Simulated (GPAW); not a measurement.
# BaTiO3 (Pm-3m): G0W0 on several meshes in GPAW

Wanted: mesh dependence and cost of G0W0 for BaTiO3 (Pm-3m).

Method: PBE and many-body steps on it, plane waves, in GPAW 26.7.0.

Report form: the programs' logs are mostly left out.

### 1. The structure

Symmetry: Pm-3m, No. 221, cubic system. The conventional cell has a = 4.006 Å, b = 4.006 Å, c = 4.006 Å, α = 90.00°, β = 90.00°, γ = 90.00°. Nearest to Ba lie 12 O at 2.83 Å. Ti has 6 O at 2.00 Å nearest. Nearest to O lie 2 Ti at 2.00 Å and 4 Ba at 2.83 Å. Farther neighbours and most contacts between anions are not listed.

Coordinates:

```
Ba Ti O
1.0
     4.00600    0.00000    0.00000
     0.00000    4.00600    0.00000
     0.00000    0.00000    4.00600
Ba Ti O
1 1 3
Cartesian
  2.0030 2.0030 2.0030
  0.0000 0.0000 0.0000
  2.0030 0.0000 0.0000
  0.0000 2.0030 0.0000
  0.0000 0.0000 2.0030
```

The cell and positions come from the Crystallography Open Database and are kept as given unless a step says otherwise. Spin-orbit coupling is left out unless a step names it.

### 2. Empty states on the mesh, 4×4×4 mesh, 965 bands

This step: GPAW 26.7.0; DFT, PBE, plane waves, PAW.

The sums over transitions need many empty states on a uniform mesh; this step solves for them.

The input, run.py:

```python
import json
import numpy as np
from gpaw.mpi import world
from gpaw import GPAW

calc = GPAW('gs.gpw').fixed_density(kpts={'size': (4, 4, 4), 'gamma': True},
    parallel={'domain': 1, 'band': 1},
    txt='nscf.txt')
calc.diagonalize_full_hamiltonian(nbands=965)
calc.write('full.gpw', mode='all')
res = {}
kpts = calc.get_ibz_k_points()
res['kpts'] = kpts
res['eigenvalues'] = [calc.get_eigenvalues(kpt=k) for k in range(len(kpts))]
res['n_electrons'] = calc.get_number_of_electrons()

if world.rank == 0:
    with open('result.json', 'w') as f:
        json.dump(res, f, default=lambda x: x.tolist())
```

Started as:

```bash
mpirun -n 4 gpaw python run.py
```

The job ended after 21 s (4 MPI ranks of AMD EPYC 9R45, shared host; peak memory 2.4 GiB).

This step gave:

| Item | Value |
| --- | --- |
| gap | 1.781 eV |
| k of the valence top | 0.5, 0.5, 0.5 |
| k of the conduction bottom | 0, 0, 0 |
| least direct gap | 1.918 eV |
| k points computed | 10 |
| lowest point of the top converged band, above the valence top | 330.1714 eV |

On this mesh the gap is 1.781 eV.

### 3. 4×4×4

G0W0 replaces the xc potential by the self-energy, built once from these orbitals. Only a window of levels is corrected, while the sums run over the empty bands that the input names.

This step: G0W0 on PBE, plane waves, PAW.

The input, run.py:

```python
import json
import numpy as np
from gpaw.mpi import world
from gpaw.response.g0w0 import G0W0

gw = G0W0('full.gpw',
    filename='gw',
    kpts=[0, 9],
    bands=(18, 22),
    ecut=105,
    nbands=157,
    integrate_gamma='WS',
    ppa=True)
gw.calculate()
res = {mode: {k: v for k, v in r.items() if k != 'sigma_eskwn'}
       for mode, r in gw.all_results.items()}

if world.rank == 0:
    with open('result.json', 'w') as f:
        json.dump(res, f, default=lambda x: x.tolist())
```

Started as:

```bash
mpirun -n 4 gpaw python run.py
```

Wall time 39 s (4 MPI ranks); peak memory 2 GiB; 2.6 min of CPU time.

Numbers from this step:

```
G0W0 gap on the points computed              : 3.418 eV
least direct G0W0 gap on the computed points : 3.531 eV
Z at the valence top                         : 0.7553
Z at the conduction bottom                   : 0.7681
starting gap on the mesh                     : 1.781 eV
k of the valence top                         : 0.5, 0.5, 0.5
k of the conduction bottom                   : 0, 0, 0
```

The gap on the mesh goes from 1.78 eV to 3.42 eV, a correction of +1.64 eV.

### 4. Empty states on the mesh, 6×6×6 mesh, 167 bands

This step: DFT, PBE, plane waves, PAW.

The input, run.py:

```python
import json
import numpy as np
from gpaw.mpi import world
from gpaw import GPAW

calc = GPAW('gs.gpw').fixed_density(kpts={'size': (6, 6, 6), 'gamma': True},
    parallel={'domain': 1, 'band': 1},
    txt='nscf.txt')
calc.diagonalize_full_hamiltonian(nbands=167)
calc.write('full.gpw', mode='all')
res = {}
kpts = calc.get_ibz_k_points()
res['kpts'] = kpts
res['eigenvalues'] = [calc.get_eigenvalues(kpt=k) for k in range(len(kpts))]
res['n_electrons'] = calc.get_number_of_electrons()

if world.rank == 0:
    with open('result.json', 'w') as f:
        json.dump(res, f, default=lambda x: x.tolist())
```

Started as:

```bash
mpirun -n 4 gpaw python run.py
```

Elapsed: 22 s, on 4 MPI ranks; peak memory 2.3 GiB.

This step gave:

* gap: 1.781 eV
* k of the valence top: 0.5, 0.5, 0.5
* k of the conduction bottom: 0, 0, 0
* least direct gap: 1.918 eV
* k points computed: 20
* lowest point of the top converged band, above the valence top: 88.5090 eV

On this mesh the gap is 1.781 eV.

### 5. 6×6×6

This step: G0W0 on PBE, plane waves, PAW.

The input, run.py:

```python
import json
import numpy as np
from gpaw.mpi import world
from gpaw.response.g0w0 import G0W0

gw = G0W0('full.gpw',
    filename='gw',
    kpts=[0, 19],
    bands=(18, 22),
    ecut=105,
    nbands=157,
    integrate_gamma='WS',
    ppa=True)
gw.calculate()
res = {mode: {k: v for k, v in r.items() if k != 'sigma_eskwn'}
       for mode, r in gw.all_results.items()}

if world.rank == 0:
    with open('result.json', 'w') as f:
        json.dump(res, f, default=lambda x: x.tolist())
```

Started as:

```bash
mpirun -n 4 gpaw python run.py
```

The job ended after 2.6 min (4 MPI ranks; peak memory 2.5 GiB).

Numbers from this step:

- G0W0 gap on the points computed: 3.402 eV
- least direct G0W0 gap on the computed points: 3.510 eV
- Z at the valence top: 0.7557
- Z at the conduction bottom: 0.7671
- starting gap on the mesh: 1.781 eV
- k of the valence top: 0.5, 0.5, 0.5
- k of the conduction bottom: 0, 0, 0

Against G0W0 in GPAW (4×4×4 mesh, 157 bands, screening to 105 eV, Godby-Needs plasmon pole), the gap moves by −0.015 eV.

### 6. Side by side

Times are wall times on 4 MPI ranks of AMD EPYC 9R45, shared host, good to a factor of about two.

```tsv
run	mesh	bands	screening cutoff (eV)	DFT gap (eV)	gap on the mesh (eV)	direct (eV)	time
4×4×4	4×4×4	157	105	1.781	3.418	3.531	39 s
6×6×6	6×6×6	157	105	1.781	3.402	3.510	2.6 min
```

### 7. Summary of results

```json
{
 "4×4×4": "3.418 eV",
 "6×6×6": "3.402 eV",
 "known limits": "not at the basis limit; no spin-orbit coupling; coarse k mesh"
}
```

**Reading.** 6×6×6: −0.015 eV against 4×4×4. Bands and cutoff are finite, so the gap is not at the basis limit. The miss can reach some tenths of an eV and take either sign; the mesh is an error of its own. These stock PAW sets were not made for GW. In the G0W0 runs levels were corrected at 2 k points alone, so a gap called «on the mesh» is the least over those, and an edge elsewhere would be missed. The 4×4×4 mesh is coarse for this cell, which bears on the long-range parts of exchange and screening. This is the ideal cubic cell; many perovskites, halides above all, are cubic only on average, and local tilts or off-centring can widen the gap. The many-body steps are scalar-relativistic: spin-orbit coupling is not in them.

[Paths, hosts, dates, memory and timing lines, banners, echoed tables and standing remarks are left out of the program output.]

[Logs are printed without paths, hosts, clocks, repeated set-up lines and the standing remarks that a program may print on its own settings, such as how far it seeks lower states.]

[Runs of the session that timed out or met a known fault of the program may be left out.]

[Hosts, paths, dates, database ids (printed as entryN), source tags and the programs' standing remarks are cut or masked in the printed files.]
